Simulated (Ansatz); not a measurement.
# Lattice dynamics of Sc3SnB (Pm-3m), part 2 of 2

Wanted: vibrations and spectra of Sc3SnB (Pm-3m); the cell is already relaxed. After the zone centre comes a 4×4×4 q mesh on a 8×8×8 k mesh.

Ansatz 0.2.0; DFT PBEsol, scalar-relativistic, plane waves, PAW; PAW set soft_1.

So far. Step 2 (Linear response at the zone centre): Before it was imposed, the acoustic sum rule was missed by 7.8e-5 eV/Å². Small misses are needed for a sound result but don't prove that mesh and cutoff are converged. The lowest optical mode is real, 127 cm⁻¹.

**3. Phonons on a q mesh (continued)**

The phonon density of states has structure finer than the step of the table below, so its rows give means over 20 cm⁻¹, whole bins alone (the curve runs from 2.5 to 578 cm⁻¹). Peaks (cm⁻¹: height): 102.5: 0.190, 132.5: 0.119, 167.5: 0.0736, 562.5: 0.0917.

Tetrahedra on a 16×16×16 mesh, mean over bins of 5 cm-1. Interpolated from a 4×4×4 q mesh. The phonon density of states by wavenumber; means over each step:

```csv
wavenumber (cm⁻¹),phonon density of states (1/cm⁻¹/cell)
20,4.5e-4
40,0.00236
60,0.00771
80,0.0404
100,0.107
120,0.0388
140,0.0738
160,0.0659
180,0.0518
200,0.0389
220,0.0422
240,0.0385
260,0.0217
280,0.0208
300,0.0185
320,0.0176
340,0.0123
360,9.2e-4
380,0
400,0
420,0
440,0
460,0
480,6.2e-4
500,0.0107
520,0.0357
540,0.0344
560,0.0597
```

The partial phonon density of states has structure finer than the step of the table below, so its rows give means over 20 cm⁻¹, whole bins alone (the curve runs from -10 to 602 cm⁻¹). Peaks (cm⁻¹: height): B 520.9: 0.0365, 563.3: 0.0728; Sc 136.2: 0.0763, 167.0: 0.0710, 293.9: 0.0232; Sn 97.7: 0.120.

Phonopy on the run's constants, 13x13x13 mesh, Gaussian sigma 4.4 cm-1. Interpolated from a 4×4×4 q mesh. Table of partial phonon density of states by wavenumber; means over each step; values in 1/cm⁻¹/cell:

```csv
wavenumber (cm⁻¹),B,Sc,Sn
0,0,3.5e-5,3.1e-5
20,1.7e-5,2.5e-4,2.4e-4
40,8.1e-5,0.00112,0.00134
60,1.6e-4,0.00270,0.00493
80,2.2e-4,0.00936,0.0317
100,7.2e-5,0.0139,0.0904
120,2.6e-4,0.0324,0.00932
140,0.00102,0.0629,0.00840
160,4.2e-4,0.0638,0.00153
180,3.0e-4,0.0498,0.00133
200,4.7e-4,0.0381,5.8e-4
220,0.00219,0.0405,1.5e-4
240,0.00288,0.0342,8.8e-6
260,0.00160,0.0204,0
280,0.00100,0.0201,2.8e-6
300,5.6e-4,0.0184,8.1e-6
320,4.5e-4,0.0168,6.4e-6
340,2.7e-4,0.0120,0
360,2.1e-5,0.00130,0
380,0,6.7e-7,0
400,0,0,0
420,0,0,0
440,0,0,0
460,0,0,0
480,8.2e-4,1.3e-4,0
500,0.00992,0.00156,0
520,0.0302,0.00459,0
540,0.0310,0.00330,3.9e-6
560,0.0554,0.00215,9.3e-6
580,0.0106,2.5e-4,2.3e-7
```

Harmonic thermodynamic functions per atom, from the density of states. Interpolated from a 4×4×4 q mesh. Thermodynamic functions, by row:

```csv
T (K),F_vib (meV/atom),S (J/mol-atom/K),C_V (J/mol-atom/K)
0,45.68,0,0
50,45.39,2.187,5.373
100,42.69,8.369,12.57
200,28.02,19.4,18.97
300,3.43,27.67,21.64
400,-28.71,34.09,22.91
500,-66.82,39.28,23.58
600,-109.8,43.62,23.97
700,-157,47.33,24.22
800,-207.8,50.58,24.38
900,-261.7,53.46,24.5
1000,-318.5,56.04,24.58
```

Harmonic mean-square displacement, third of the trace. Interpolated from a 4×4×4 q mesh. Mean square displacements, by row:

```csv
T (K),Sc1 U_eq (Å²),Sc2 U_eq (Å²),Sc3 U_eq (Å²),Sn4 U_eq (Å²),B5 U_eq (Å²)
0,0.00214,0.00214,0.00214,0.00149,0.00327
100,0.00282,0.00282,0.00282,0.00263,0.00351
300,0.0064,0.0064,0.0064,0.00702,0.00498
600,0.01235,0.01235,0.01235,0.01388,0.0083
```

Symmetry leaves 10 wavevectors to solve. The lowest mode among them, the acoustic zeros apart, lies at q = (0, 0, 0.25) and is real, 62.4 cm⁻¹.

**4. Isotope substitution, element B, natural mass 10.81 amu**

An isotope changes the mass and not the force constants, so no new electronic calculation is needed; the shifts show which modes move this element.

The same force constants with the mass of B changed from 10.810 to 10.013 u (phonopy, no LO-TO term). Both lists are sorted by frequency; levels can cross, so a row need not hold one and the same mode. Modes under 3 cm⁻¹ are left out. Isotope shifts, by row, the first 40 of 57 rows:

```csv
q,rank,natural mass (cm⁻¹),changed mass (cm⁻¹)
0 0 0,4,126.8,126.9
0 0 0,5,126.8,126.9
0 0 0,6,126.8,126.9
0 0 0,7,167.5,167.5
0 0 0,8,167.5,167.5
0 0 0,9,167.5,167.5
0 0 0,10,238.2,238.8
0 0 0,11,238.2,238.8
0 0 0,12,238.2,238.8
0 0 0,13,488.3,504.8
0 0 0,14,488.3,504.8
0 0 0,15,488.3,504.8
0 0 0.25,1,62.35,62.41
0 0 0.25,2,62.35,62.41
0 0 0.25,3,88.57,88.59
0 0 0.25,4,128.9,129.1
0 0 0.25,5,128.9,129.1
0 0 0.25,6,157.1,157.2
0 0 0.25,7,161.6,161.6
0 0 0.25,8,168.7,168.7
0 0 0.25,9,168.7,168.7
0 0 0.25,10,231.9,232.6
0 0 0.25,11,231.9,232.6
0 0 0.25,12,271.9,272.5
0 0 0.25,13,498.7,515.5
0 0 0.25,14,498.7,515.5
0 0 0.25,15,553.8,573.8
0 0 -0.5,1,90.61,90.61
0 0 -0.5,2,90.61,90.61
0 0 -0.5,3,105.3,105.3
0 0 -0.5,4,129.2,129.4
0 0 -0.5,5,129.2,129.4
0 0 -0.5,6,159.4,159.4
0 0 -0.5,7,172.7,172.7
0 0 -0.5,8,172.7,172.7
0 0 -0.5,9,181.5,181.5
0 0 -0.5,10,224.9,225.7
0 0 -0.5,11,224.9,225.7
0 0 -0.5,12,315.4,315.4
0 0 -0.5,13,526,543.8
```

A mode of this element alone would shift by +3.90 %. The highest zone-centre frequency without the field goes from 488.3 to 504.8 cm⁻¹ (+3.4 %). The product of the frequency ratios over all optical modes at Γ is 1.117; the product rule, (m/m′)^(3k/2) (M′/M)^(3/2) with k = 1 such atoms and M the mass of the cell, gives 1.117.

**5. Another isotope, element Sn, natural mass 118.71 amu**

The same for Sn, from 118.71 to 123.91 u.

A mode of this element alone would shift by -2.12 %. The highest zone-centre frequency without the field goes from 488.3 to 488.3 cm⁻¹ (+0.0 %). The product of the frequency ratios over all optical modes at Γ is 0.966; the product rule, (m/m′)^(3k/2) (M′/M)^(3/2) with k = 1 such atoms and M the mass of the cell, gives 0.966.

**6. Summary of results**

- space group (within 0.01 Å): Pm-3m
- volume per atom: 19.5 Å³
- electronic character: no gap on this mesh
- highest optical mode at the zone centre (no LO-TO term): 488 cm⁻¹
- lowest optical zone-centre mode: 127 cm⁻¹
- lowest mode on the q mesh (acoustic modes at Γ apart): 62.4 cm⁻¹
- highest frequency on the path or at a solved wavevector: 574 cm⁻¹
- zero-point energy per atom: 45.7 meV
- heat capacity at 300 K: 21.6 J/(mol atoms K)
- vibrational entropy at 300 K: 27.7 J/(mol atoms K)
- Debye temperature (second moment): 546 K
- imaginary modes on the 4×4×4 q mesh: none

**Reading.** The structure is a minimum as far as tested: no mode is imaginary at the 10 irreducible wavevectors of the 4×4×4 mesh, and the softest away from the acoustic zeros lies at 62 cm⁻¹. The optical modes at Γ span 127 to 488 cm⁻¹. The highest mode in this list at Γ, 488.3 cm⁻¹, is mostly motion of B (86 % of the kinetic energy). On the path and the mesh, the widest gap between branches runs from 359 to 488 cm⁻¹. With no gap, or one that is small against the smearing, the frequencies hang on the k mesh and the smearing, most of all near Kohn anomalies. Spin-orbit coupling is left out, which can matter for the heavy elements here. The PAW files were made for PBE and serve the other functionals too. These are harmonic frequencies at zero temperature: anharmonic shifts, linewidths and thermal expansion are left out.

[Logs are printed without paths, hosts, clocks, repeated set-up lines and the standing remarks that a program may print on its own settings, such as how far it seeks lower states.]

[Hosts, paths, dates, database ids (printed as entryN), source tags and the programs' standing remarks are cut or masked in the printed files.]
